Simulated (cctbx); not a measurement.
**What is wrong with this refinement?**

Cell a = 7.2890 Å, b = 4.5140 Å, c = 7.9310 Å, α = 90.00°, β = 90.00°, γ = 90.00°; space group Pnma (no. 62).

The data are simulated with cctbx, not measured: Mo Kα, λ = 0.71073 Å, to d = 0.65 Å, 70 % of the full sphere, strongest reflection 40000 counts, noise from counting, a 6 % proportional error and a noise floor of 8 counts (s.d.); no absorption.

An anisotropic refinement with weights 1/σ² prints:

```text
Rint 0.047, 544 unique reflections to 0.65 A
cycle     R1     wR2    GooF  max shift (A)
   1  0.2432  0.5392  14.123   0.02516
   3  0.0982  0.2778   7.276   0.00001
final R1 0.0982 wR2 0.2778 GooF 7.276  parameters 18  data/parameter 30.2
atom        x        y        z      Ueq    occ   su(xyz)  su(Uiso or U11)
Ru1    0.45914  0.75000  0.18377  -0.0002  1.000  0.00019  0.0007  NPD
Mo1    0.21979  0.75000  0.89094   0.0143  1.000  0.00031  0.0011
Al1    0.35224  0.75000  0.56815   0.0248  1.000  0.00141  0.0042
difference map: max 21.51 min -6.16 rms 1.53
Q1    0.0409  0.2500  0.6778    4   21.98  0.05 A from Ru1
Q2    0.1892  0.7500  0.4178    4    2.81  1.68 A from Al1
Q3    0.1759  0.2500  0.5788    4    2.73  1.29 A from Ru1
Q4    0.0053  0.2500  0.8381    4    2.64  1.25 A from Ru1
Q5    0.1966  0.2500  0.1616    4    2.52  0.82 A from Al1
Q6    0.1366  0.2500  0.0366    4    2.20  0.26 A from Al1
```

Q: Accept it or mend it, and why?

Mend it. The fault: wrong element: Ru1 is Sm. Against the right model at the same level, R1 goes from 0.0155 to 0.0982 and GooF from 0.96 to 7.28, U of Ru1 shrinks from 0.0073 to -0.0002 Å², U of Mo1 swells from 0.0073 to 0.0143 Å², the top difference peak, 22.0 e/Å³, lies on Ru1 and Ru1 goes non-positive-definite. Ru1 has 18 electrons too few and its U shrinks to make up, as expected.

The compound is SmAlMo. The right model at the same level gives:

```text
Rint 0.047, 544 unique reflections to 0.65 A
cycle     R1     wR2    GooF  max shift (A)
   1  0.0242  0.0702   1.837   0.00538
   2  0.0155  0.0368   0.965   0.00000
final R1 0.0155 wR2 0.0368 GooF 0.965  parameters 18  data/parameter 30.2
atom        x        y        z      Ueq    occ   su(xyz)  su(Uiso or U11)
Sm1    0.45940  0.75000  0.18361   0.0073  1.000  0.00002  0.0001
Mo1    0.22003  0.75000  0.89120   0.0073  1.000  0.00004  0.0001
Al1    0.35371  0.75000  0.56478   0.0173  1.000  0.00018  0.0005
difference map: max 1.03 min -0.99 rms 0.29
Q1    0.1433  0.0664  0.8184    8    1.03  1.55 A from Sm1
Q2    0.1868  0.5945  0.1990    8    0.96  1.91 A from Al1
Q3    0.1263  0.5758  0.3046    8    0.92  1.45 A from Sm1
Q4    0.0774  0.7500  0.0119    4    0.90  1.41 A from Mo1
Q5    0.0174  0.2500  0.3897    4    0.89  1.91 A from Mo1
Q6    0.0471  0.5651  0.1875    8    0.85  1.47 A from Sm1
```

This is a model crystal, built by substitution and not relaxed, with assumed displacement parameters.

[Middle refinement cycles are left out of these outputs.]

[Logs are printed without paths, hosts, clocks, repeated set-up lines and the standing remarks that a program may print on its own settings, such as how far it seeks lower states.]
